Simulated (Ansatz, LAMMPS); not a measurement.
# Charge trapping in glassy 73GeO2-27Al2O3 (mol %) (117 atoms), part 2 of 4

Aim: add and remove one electron in glassy 73GeO2-27Al2O3 (mol %) (117 atoms), with atoms held and relaxed, and read trapping energy and localisation.

Ansatz 0.2.0; Kohn-Sham DFT, PBE, PAW (set soft_1), plane waves; PAW set soft_1.

The cell: 24 Ge, 18 Al and 75 O. The quench rate of 10 K/ps is many orders above laboratory rates. The network of bonds at the start is that of the classical potential that made the cell. Only the Γ point is sampled, in a cell whose shortest periodic width is 12 Å.

So far. Step 2 (Single point at the start): The r.m.s. force at the start is 1.1 eV/Å. Step 3 (Relaxation): The relaxation converged after 12 steps, 12.0 eV below its start, with a largest force component of 0.031 eV/Å.

## 4. Single point at the relaxed geometry

The electronic structure is read at the final geometry, in a run of its own.

Contents of input.yaml:

```yaml
crystal:
  lattice:
    - [11.75225, 0.0, 0.0]
    - [0.0, 11.75225, 0.0]
    - [0.0, 0.0, 11.75225]
  atoms:
    - { symbol: Ge, position: [0.37244, 0.37026, 0.5128] }
    - { symbol: Ge, position: [0.0434, 0.27265, 0.3458] }
    - { symbol: Ge, position: [0.32036, 0.92223, 0.74928] }
    - { symbol: Ge, position: [0.32686, 0.20258, 0.73769] }
    - { symbol: Ge, position: [0.56235, 0.66005, 0.7114] }
    - { symbol: Ge, position: [0.26824, 0.81218, 0.51239] }
    [... 105 atom lines left out ...]
    - { symbol: O, position: [0.74394, 0.40451, 0.48425] }
    - { symbol: O, position: [0.45384, 0.63689, 0.21266] }
    - { symbol: O, position: [0.59202, 0.7989, 0.66467] }
    - { symbol: O, position: [0.36434, 0.59954, 0.98298] }
    - { symbol: O, position: [0.35624, 0.43386, 0.16707] }
    - { symbol: O, position: [0.06817, 0.46459, 0.65489] }
kpoints:
  mp_grid: { grid: [1, 1, 1] }
hamiltonian:
  xc: pbe
  pseudopotentials: { kind: paw, azcp: { folder: soft_1 } }
scf:
  occupations: { method: fixed }
output:
  forces: true
  stress: true
  populations: true
  dos:
    method: { smearing: { sigma: 0.08 } }
    de: 0.1
    projected: { site_lists: { Al: [Al], Ge: [Ge], O: [O] } }
  eigenvalues: true
  write_density: true
  write_potential: true
  volumetric_format: npy
  elf: true
```

Command:

```
$ ansatz run input.yaml --threads 4 --pin off --max-ram 8192MiB --backend cpu --events-out ev --progress --plain --runs-dir out
```

Output:

```text
[...]
Crystal: 117 atoms, lattice volume = 1623.166 Å³
Basis set: ecut = 420 eV, 31559 PW (Γ), exchange–correlation on 160×160×160 points (8 copies of the dense FFT grid, shifted against one another)
Bands: 537, of which v1, the nominal top of the filled ones, is band 420 counted from 1 (419 counted from 0)
Symmetry: 1 space group operations
[...]
k-points: 1
[...]
SCF iter   1: F=—  HF=-155403.883755 eV  |F-HF|=—  |Δ(HF+E_count)|=         —  Δρ=1.07e-1  dr2=1.47e2  ethr=3.10e-3  ⟨swp⟩=5.0  Hψ=1813  notcnv=0  defer=114
[...]
SCF iter  13: F=-155360.394930 eV  HF=-155360.394930 eV  |F-HF|=1.75e-9  |Δ(HF+E_count)|=   1.51e-7  Δρ=1.39e-6  dr2=2.74e-8  ethr=1.19e-11  ⟨swp⟩=19.0  Hψ=4435  notcnv=0
SCF 1 converged in 13 iterations: F = -155360.394930 eV  dr2 = 2.74e-8
[...]
SCF converged after 13 iterations
Free energy (F): -155360.394930 eV
[...]
Internal energy: -155360.394930 eV  (E = F + TS)
E sigma→0 (E₀):  -155360.394930 eV
Fermi energy:    3.772438 eV
[...]
--- Forces (eV/Å), atoms counted from 1 ---
  atom   1  Ge     0.01392473     0.00168807    -0.01301225
  atom   2  Ge    -0.01440249    -0.00379782    -0.00999550
  atom   3  Ge    -0.00318799    -0.00850393    -0.00223875
  atom   4  Ge     0.01835755     0.00085654     0.00481849
  atom   5  Ge     0.02027313    -0.00184065     0.01300942
  atom   6  Ge     0.01062628    -0.00876608    -0.00883618
  atom   7  Ge    -0.00258076     0.00260470    -0.00593513
  atom   8  Ge     0.02525862     0.00628579     0.00245724
  atom   9  Ge     0.00559333    -0.01716873    -0.00833532
  atom  10  Ge     0.00953683    -0.00891077     0.00070160
  atom  11  Ge    -0.01027101    -0.00334645    -0.01190458
  atom  12  Ge    -0.00517325    -0.00422383     0.01415272
  atom  13  Ge     0.00508093    -0.00557547     0.01590779
  atom  14  Ge    -0.01749277    -0.00044563     0.00218362
[...]
atom 116  O     -0.00561148    -0.00505995    -0.00362905
  atom 117  O     -0.00135972    -0.01737790    -0.00502433
  max |Σ_I F_I| component: 6.50e-5 eV/Å
--- Stress (GPa, compression-positive) ---
        1.891788       2.057626       0.651299
        2.057622       0.095222       0.168428
        0.651299       0.168424       0.025380
  P = ⅓ Tr σ = 0.6708 GPa (6.708 kbar)
--- Band table (eV) ---
[...]
--- Löwdin populations: 117 sites ---
  site symbol       q [e]
     0     Ge     12.4828
     1     Ge     12.4876
     2     Ge     12.5078
[...]
116      O      6.7475
  spilling = 0.006763 (of n_electrons = 840.000000)
```

Run time: 59 s. Hardware: 4 threads of Arm Neoverse V1, shared host; peak memory 2.5 GiB.

The run gave:

```yaml
free_energy: -155360.3949 eV
free_energy_per_atom: -1327.8666 eV/atom
scf_cycles: 13
pressure: 0.6708 GPa
r_m_s_force_component: 0.00773 eV/Å
longest_force: 0.0336 eV/Å
fermi_energy: 3.772 eV
spacing_of_highest_filled_and_lowest_empty_level: 2.271 eV
spilling_of_the_projection: 0.006763
```

Löwdin charges by element and coordination (they lack the spilled electrons, 0.049 e an atom on average):

| element | coordination | atoms | mean charge (e) | spread | least | most |
| --- | --- | --- | --- | --- | --- | --- |
| Al | all | 18 | 1.36 | 0.0226 | 1.32 | 1.41 |
| Al | 4 | 15 | 1.37 | 0.0212 | 1.33 | 1.41 |
| Al | 5 | 3 | 1.34 | 0.0104 | 1.32 | 1.35 |
| Ge | all | 24 | 1.51 | 0.0124 | 1.47 | 1.53 |
| O | all | 75 | -0.733 | 0.0703 | -0.885 | -0.641 |
| O | 2 | 54 | -0.714 | 0.0632 | -0.885 | -0.641 |
| O | 3 | 21 | -0.782 | 0.0634 | -0.876 | -0.679 |

States in the cell by windows of 1 eV, zero at the Fermi level; the larger projections on atomic orbitals stand beside the total:

| from (eV) | to (eV) | total | O p | Ge p | Ge s |
| --- | --- | --- | --- | --- | --- |
| -10 | -9 | 8.1 | 4.1 | 0.2 | 3.1 |
| -9 | -8 | 14.5 | 7.7 | 0.6 | 4.6 |
| -8 | -7 | 15.4 | 8.9 | 1.0 | 3.7 |
| -7 | -6 | 19.6 | 13.3 | 1.6 | 1.8 |
| -6 | -5 | 41.7 | 31.0 | 5.9 | 0.5 |
| -5 | -4 | 53.2 | 41.3 | 6.2 | 0.4 |
| -4 | -3 | 54.6 | 45.0 | 3.6 | 0.3 |
| -3 | -2 | 77.6 | 69.3 | 2.6 | 0.3 |
| -2 | -1 | 99.8 | 94.2 | 1.4 | 0.2 |
| -1 | 0 | 62.7 | 60.0 | 0.5 | 0.1 |
| 0 | 1 | 2.7 | 2.6 | 0.0 | 0.0 |
| 1 | 2 | 0.0 | 0.0 | 0.0 | 0.0 |
| 2 | 3 | 2.0 | 0.4 | 0.0 | 0.8 |
| 3 | 4 | 7.2 | 2.1 | 0.6 | 2.6 |
| 4 | 5 | 16.4 | 4.5 | 1.7 | 5.7 |

The curve was stored every 0.10 eV, coarse against its broadening of 0.08 eV, so these counts are rough.

With fixed occupations the program's Fermi level is the highest filled level; weight inside the gap is the broadening of levels at its edges.

Between -26 and -10 eV lie 390 more states.

The levels nearest the highest filled one (over half full), pooled over k-points and spins:

| level less the highest filled one (eV) | occupation |
| --- | --- |
| -0.309 | 2 |
| -0.252 | 2 |
| -0.230 | 2 |
| -0.114 | 2 |
| -0.0635 | 2 |
| 0 | 2 |
| 2.27 | 0 |
| 3.28 | 0 |
| 3.48 | 0 |
| 3.74 | 0 |
| 3.96 | 0 |
| 4.00 | 0 |

Valence density in the bc plane at fractional x = 0.356, with atoms of Ge and Al and O within 0.2 Å of it. It is the smooth field of the valence electrons, not physical close to the nuclei.

Values in units of 1e0 e/Å³, 13 rows by 16 columns, each cell a mean:
```
0.2 0.0 0.0 0.0 0.0 0.0 0.0 0.0 0.5 3.7 1.6 0.1 0.0 0.0 0.1 0.2
0.0 0.0 0.0 0.1 0.0 0.0 0.0 0.0 0.1 0.2 0.1 0.0 0.0 0.1 0.3 0.1
0.2 0.2 0.4 1.3 0.2 0.0 0.0 0.0 0.0 0.0 0.0 0.0 0.0 0.3 1.5 0.9
0.2 0.2 1.2 6.3 0.5 0.1 0.0 0.0 0.1 0.3 0.5 0.2 0.0 0.2 2.5 1.6
0.1 0.0 0.2 1.6 1.8 0.2 0.1 0.1 0.2 0.6 0.8 0.2 0.1 0.8 3.1 0.8
0.0 0.0 0.1 2.3 2.9 2.0 2.3 0.4 0.2 0.1 0.1 0.1 0.1 1.0 3.8 0.9
0.2 0.2 0.0 0.1 0.3 6.2 8.2 0.3 0.1 0.0 0.1 0.4 0.4 0.2 0.2 0.1
3.2 1.7 0.1 0.0 0.8 3.0 0.9 0.1 0.0 0.0 0.3 3.1 2.4 0.2 0.1 0.4
1.1 0.7 0.1 0.1 0.9 3.6 0.8 0.0 0.0 0.0 0.1 0.8 0.7 0.2 0.1 0.2
0.1 0.1 0.1 0.2 0.2 0.2 0.3 0.3 0.1 0.1 0.2 0.1 0.1 0.5 0.8 0.2
0.1 0.1 0.6 2.4 0.7 0.3 3.2 3.9 0.4 0.1 0.2 0.2 0.2 0.4 0.7 0.2
0.4 0.1 0.5 1.7 0.4 0.1 1.1 1.3 0.3 0.2 0.1 0.1 0.1 0.1 0.2 0.6
1.3 0.1 0.0 0.1 0.0 0.0 0.0 0.1 0.4 2.5 1.1 0.1 0.0 0.0 0.2 1.5
```
Columns run along b (11.8 Å), rows up along c (11.8 Å). Atoms in or near the plane, at fractional coordinates: Ge at (0.37, 0.51), Al at (0.75, 0.26), O at (0.33, 0.37), O at (0.90, 0.60), O at (0.25, 0.60), O at (0.60, 0.98), O at (0.43, 0.17).

ELF in the bc plane at fractional x = 0.356, with atoms of Ge and Al and O within 0.2 Å of it. It is the smooth field of the valence electrons, not physical close to the nuclei.

Ten even steps from '0' (0.00) to '9' (0.84), each cell a mean:
```
764100000000000037966995100000247
110000000000000025899862000111001
000000000000000001234310001355420
001001121000000000000000001467642
234312232100000000000000001245432
356532112210000000001232000132123
345432113310000001135775100122223
112222345541000011247886200366642
100013788873112222235664102798885
300016986884224553222321003895798
100015998862124665210000012588995
123101455321113444200012322234420
788620000233222221000368875310013
999961003788753100002699898510148
978972027975885100002589898510158
899851026987985100000258996211125
355310002688741000001112221245311
000001332112224430024420001689841
000036888412689972025641001589962
000169999723885784123421221258841
310169999712897884221100122112113
863137999611588742232100011101589
996102555200122113577630000014899
997200011000000026878984000003699
```
Columns run along b (11.8 Å), rows up along c (11.8 Å). Atoms in or near the plane, at fractional coordinates: Ge at (0.37, 0.51), Al at (0.75, 0.26), O at (0.33, 0.37), O at (0.90, 0.60), O at (0.25, 0.60), O at (0.60, 0.98), O at (0.43, 0.17).

Between filled and empty levels lie 2.27 eV (at Γ alone); a semilocal functional tends to put such gaps too low. In a disordered cell it changes from sample to sample, and tail or defect levels can set it. Mean Löwdin charges: Al +1.36, Ge +1.51, O -0.73 e (they miss 0.68 % of the electrons, so they add up to more than the cell's charge). The largest share in the top eV of filled states is O p (97 % of the projected weight), and in the lowest eV of empty states Ge s (40 % of the projected weight).

## 5. An extra electron, atoms held

The electron count changes by one with the atoms held: a vertical process, on a uniform background, with spin and a narrow Fermi–Dirac smearing. Its energy against the neutral cell hangs on the program's zero of potential.

Contents of input.yaml:

```yaml
crystal:
  lattice:
    - [11.75225, 0.0, 0.0]
    - [0.0, 11.75225, 0.0]
    - [0.0, 0.0, 11.75225]
  atoms:
    [... the 117 atom lines of step 4 ...]
total_charge: -1
kpoints:
  mp_grid: { grid: [1, 1, 1] }
hamiltonian:
  xc: pbe
  pseudopotentials: { kind: paw, azcp: { folder: soft_1 } }
scf:
  occupations: { method: fermi_dirac, width: 0.01 }
  lower_state_search: "off"
output:
  forces: true
  stress: true
  populations: true
  dos:
    method: { smearing: { sigma: 0.15 } }
    de: 0.1
    projected: { site_lists: { Al: [Al], Ge: [Ge], O: [O] } }
  eigenvalues: true
  write_density: true
  write_potential: true
  volumetric_format: npy
magnetization:
  spin_polarized: true
  initial_magnetization: 1
```

Output:

```text
[...]
Crystal: 117 atoms, lattice volume = 1623.166 Å³
Basis set: ecut = 420 eV, 31559 PW (Γ), exchange–correlation on 160×160×160 points (8 copies of the dense FFT grid, shifted against one another)
Bands: 538, of which v1, the nominal top of the filled ones, is band 421 counted from 1 (420 counted from 0)
Symmetry: 1 space group operations
[...]
k-points: 1
[...]
Starting moments: Σ|m| = 1 μB on 117 of 117 sites
[...]
SCF iter   1: F=—  HF=-155394.643243 eV  |F-HF|=—  |Δ(HF+E_count)|=         —  Δρ=5.23e-2 (↑5.11e-2 ↓5.23e-2)  dr2=1.39e2  dr2_m=1.45e-2  M=1.000 μB ∫|m|=1.057 μB  β_m=1.00  ethr=3.10e-3  ⟨swp⟩=6.0  Hψ=4410  notcnv=0
[...]
spin=Collinear: Resta preconditioning applied to the charge; magnetization (m = ρ↑ − ρ↓) channel mixes plain (no charge-response kernel on spin).
SCF iter   2: F=—  HF=-155365.943800 eV  |F-HF|=—  |Δ(HF+E_count)|=         —  Δρ=2.93e-2 (↑2.93e-2 ↓2.93e-2)  dr2=4.17e1  dr2_m=1.15e-3  M=0.676 μB ∫|m|=0.768 μB  β_m=0.30  ethr=3.10e-3  ⟨swp⟩=2.0  Hψ=1756  notcnv=0  defer=220
[...]
SCF iter   8: F=—  HF=-155354.344235 eV  |F-HF|=—  |Δ(HF+E_count)|=   3.00e-3  Δρ=2.03e-4 (↑2.03e-4 ↓1.88e-4)  dr2=1.49e-3  dr2_m=1.73e-4  M=0.512 μB ∫|m|=0.579 μB  β_m=0.30  ethr=6.77e-7  ⟨swp⟩=2.0  Hψ=1712  notcnv=0  defer=220
[...]
spin-set hold released at iteration 8 (site moments contracting): the magnetisation degrees of freedom join the quasi-Newton model from the next iteration; the mixer history was flushed
SCF iter   9: F=—  HF=-155354.345437 eV  |F-HF|=—  |Δ(HF+E_count)|=   1.20e-3  Δρ=1.57e-4 (↑1.57e-4 ↓1.45e-4)  dr2=9.00e-4  dr2_m=1.17e-4  M=0.498 μB ∫|m|=0.564 μB  β_m=0.65  ethr=1.77e-7  ⟨swp⟩=2.0  Hψ=858  notcnv=0  defer=220
SCF iter  10: F=—  HF=-155354.347607 eV  |F-HF|=—  |Δ(HF+E_count)|=   2.17e-3  Δρ=5.29e-5 (↑5.29e-5 ↓4.89e-5)  dr2=8.65e-5  dr2_m=2.01e-5  M=0.435 μB ∫|m|=0.491 μB  β_m=0.70  ethr=1.07e-7  ⟨swp⟩=2.5  Hψ=1713  notcnv=0  defer=220
[...]
SCF iter  20: F=-155354.346945 eV  HF=-155354.346945 eV  |F-HF|=4.25e-9  |Δ(HF+E_count)|=   1.75e-7  Δρ=5.09e-7 (↑4.43e-7 ↓5.09e-7)  dr2=9.54e-9  dr2_m=1.07e-9  M=0.008 μB ∫|m|=0.009 μB  β_m=0.74  ethr=3.65e-12  ⟨swp⟩=7.0  Hψ=7094  notcnv=0
SCF iter  21: F=-155354.346945 eV  HF=-155354.346945 eV  |F-HF|=4.95e-10  |Δ(HF+E_count)|=   1.30e-8  Δρ=2.02e-7 (↑2.01e-7 ↓2.02e-7)  dr2=1.59e-9  dr2_m=1.79e-10  M=-0.004 μB ∫|m|=0.005 μB  ethr=1.13e-12  ⟨swp⟩=6.0  Hψ=6934  notcnv=0
SCF 1 converged in 21 iterations: F = -155354.346945 eV  dr2 = 1.59e-9
[...]
SCF converged after 21 iterations
Magnetization: -0.0044 μB (420.4978 up, 420.5022 down)
Absolute magnetization: 0.0047 μB (∫|ρ↑−ρ↓|, with the PAW one-centre terms)
[...]
Per-site moments (μB) at R_I (Å): [(-1.226012e-5, 0.713176), (-1.067042e-5, 0.714151), (-5.723955e-6, 0.709417), (-1.723952e-5, 0.718350), (-1.614791e-5, [...]
Free energy (F): -155354.346945 eV
[...]
Internal energy: -155354.333082 eV  (E = F + TS)
E sigma→0 (E₀):  -155354.340013 eV
Entropy (-TS):   -0.013863 eV (-0.118 meV/atom)
Fermi energy:    6.078189 eV
[...]
Σ components = -155354.346945   (vs F -155354.346945, Δ=0.00e0)
--- Forces (eV/Å), atoms counted from 1 ---
  atom   1  Ge    -0.03105627     0.00413299     0.06359144
  atom   2  Ge    -0.04403124     0.01100381    -0.00221623
  atom   3  Ge    -0.02299382     0.04329390    -0.06534218
  atom   4  Ge     0.09700273     0.06380827     0.04072040
[...]
atom 117  O     -0.00207951    -0.01614070    -0.02781259
  max |Σ_I F_I| component: 3.65e-5 eV/Å
--- Stress (GPa, compression-positive) ---
        2.361769       1.978885       0.627114
        1.978881       0.649357       0.176032
        0.627114       0.176028       0.589652
  P = ⅓ Tr σ = 1.2003 GPa (12.003 kbar)
--- Band table (eV) ---
[...]
--- Löwdin populations: 117 sites ---
  site symbol       q [e]    m [muB]
     0     Ge     12.4983    -0.0001
     1     Ge     12.5004    -0.0000
     2     Ge     12.5181    -0.0000
[...]
116      O      6.7497    -0.0000
  spilling = 0.006787 (of n_electrons = 841.000000)
```

Run time: 3.4 min. Hardware: 4 threads; peak memory 4.2 GiB; 13 min of CPU time.

The program notes that starting moments were not kept.

An extra electron, atoms held: the energy stands 6.05 eV above that of the reference. An odd electron should give 1 μB; this run ended with the carrier shared between both spins.

The levels nearest the highest filled one (over half full), pooled over k-points and spins:

| level less the highest filled one (eV) | occupation |
| --- | --- |
| -2.43 | 1 |
| -2.37 | 1 |
| -2.37 | 1 |
| 0 | 0.502 |
| 2.0e-4 | 0.498 |
| 1.06 | 0 |
| 1.06 | 0 |
| 1.22 | 0 |

## 6. An extra electron, atoms relaxed

The atoms now respond to the charge; the energy gained comes from screening by the atoms, from trapping if the charge localises, and from any strain left in the reference.

input.yaml, the sections that differ from step 5:

```yaml
output:
  forces: true
relax:
  f_tol: 0.05
  max_steps: 90
# crystal, total_charge, kpoints, hamiltonian, scf, magnetization: as in step 5
```

Output:

```text
[...]
Crystal: 117 atoms, lattice volume = 1623.166 Å³
Basis set: ecut = 420 eV, 31559 PW (Γ), exchange–correlation on 160×160×160 points (8 copies of the dense FFT grid, shifted against one another)
Bands: 538, of which v1, the nominal top of the filled ones, is band 421 counted from 1 (420 counted from 0)
Symmetry: 1 space group operations
[...]
k-points: 1
[...]
Starting moments: Σ|m| = 1 μB on 117 of 117 sites
[...]
SCF iter   1: F=—  HF=-155394.643243 eV  |F-HF|=—  |Δ(HF+E_count)|=         —  Δρ=5.23e-2 (↑5.11e-2 ↓5.23e-2)  dr2=1.39e2  dr2_m=1.45e-2  M=1.000 μB ∫|m|=1.057 μB  β_m=1.00  ethr=3.10e-3  ⟨swp⟩=6.0  Hψ=4410  notcnv=0
[...]
SCF iter  16: F=-155354.346936 eV  HF=-155354.346936 eV  |F-HF|=3.09e-7  |Δ(HF+E_count)|=   1.18e-5  Δρ=7.16e-6 (↑7.16e-6 ↓6.31e-6)  dr2=1.01e-6  dr2_m=4.29e-7  M=0.159 μB ∫|m|=0.178 μB  ethr=5.70e-10  ⟨swp⟩=1.0  Hψ=3234  notcnv=0
SCF 1 converged in 16 iterations: F = -155354.346936 eV  dr2 = 1.01e-6
[...]
relax step   1: F+E_penalty+E_count = -155354.34693591 eV  Δ(F+E_penalty+E_count) = +0.000e0 eV  max|allowed force component| = 2.968e-1 eV/Å  Δτ_max = 0.0000 Å  (16 SCF iters, dr2 threshold 6.25e-5 eV, accepted)
[...]
relax step   2: F+E_penalty+E_count = -155354.36695757 eV  Δ(F+E_penalty+E_count) = -2.002e-2 eV  max|allowed force component| = 1.920e-1 eV/Å  Δτ_max = 0.0113 Å  (6 SCF iters, dr2 threshold 5.51e-6 eV, accepted)
[...]
relax step   3: F+E_penalty+E_count = -155354.37862103 eV  Δ(F+E_penalty+E_count) = -1.166e-2 eV  max|allowed force component| = 2.824e-2 eV/Å  Δτ_max = 0.0162 Å  (19 SCF iters, accepted)
SCF converged after 19 iterations
Magnetization: 0.3124 μB (420.6562 up, 420.3438 down)
Absolute magnetization: 0.3324 μB (∫|ρ↑−ρ↓|, with the PAW one-centre terms)
[...]
Per-site moments (μB) at R_I (Å): [(0.000872027, 0.714489), (0.000699366, 0.714491), (0.000375451, 0.710184), (0.00120691, 0.720551), (0.001157, 0.723412), [...]
Free energy (F): -155354.378621 eV
[...]
Internal energy: -155354.365751 eV  (E = F + TS)
E sigma→0 (E₀):  -155354.372186 eV
Entropy (-TS):   -0.012871 eV (-0.110 meV/atom)
Fermi energy:    6.019833 eV
[...]
--- Forces (eV/Å), atoms counted from 1 ---
  atom   1  Ge     0.00949105     0.00095350     0.00074193
  atom   2  Ge     0.00958225     0.00889023    -0.00547352
  atom   3  Ge     0.00094027    -0.00263215     0.01155869
  atom   4  Ge    -0.00511134    -0.00823255    -0.00414660
  atom   5  Ge     0.00218912     0.01379148    -0.00532987
  atom   6  Ge     0.01125948     0.00183610    -0.00400200
  atom   7  Ge     0.00227472    -0.01161374     0.01692131
  atom   8  Ge    -0.00978337    -0.00956759    -0.00753486
  atom   9  Ge     0.00220501     0.00124288    -0.00745770
  atom  10  Ge     0.02309418    -0.02719165    -0.00791635
  atom  11  Ge    -0.01653465     0.00376685     0.01442865
  atom  12  Ge     0.00020278     0.00150783     0.00364001
  atom  13  Ge     0.00896871    -0.00039181     0.00573561
  atom  14  Ge    -0.01046723     0.00239497    -0.00839878
[...]
atom 116  O      0.01009944    -0.00410378     0.01318119
  atom 117  O     -0.01004044     0.00784302    -0.00548347
  max |Σ_I F_I| component: 4.21e-5 eV/Å
--- Relaxed structure (3 steps of the walk, 3 accepted, 0 SCFs on fresh bases) ---
  F+E_penalty+E_count = -155354.37862103 eV   max|allowed force component| = 2.824e-2 eV/Å
  atoms:
    - { symbol: Ge, position: [0.371970, 0.368861, 0.512274] }
    - { symbol: Ge, position: [0.042725, 0.272555, 0.346219] }
    - { symbol: Ge, position: [0.319951, 0.921925, 0.749408] }
    - { symbol: Ge, position: [0.326620, 0.202182, 0.738403] }
[...]
- { symbol: O, position: [0.067702, 0.464896, 0.654211] }
```

It took 4.8 min on 4 threads; peak memory 4.2 GiB.

The relaxation converged after 3 steps, 0.0317 eV below its start, with a largest force component of 0.028 eV/Å.

An extra electron, atoms relaxed: the energy stands 6.02 eV above that of the reference, with a moment of 0.31 μB. An odd electron should give 1 μB; this run ended with the carrier shared between both spins.

(Continued in part 3 of 4.)

[Long decimals in the printed logs are rounded to 6 places.]

[Logs are printed without paths, hosts, clocks, repeated set-up lines and the standing remarks that a program may print on its own settings, such as how far it seeks lower states.]

[Hosts, paths, dates, database ids (printed as entryN), source tags and the programs' standing remarks are cut or masked in the printed files.]
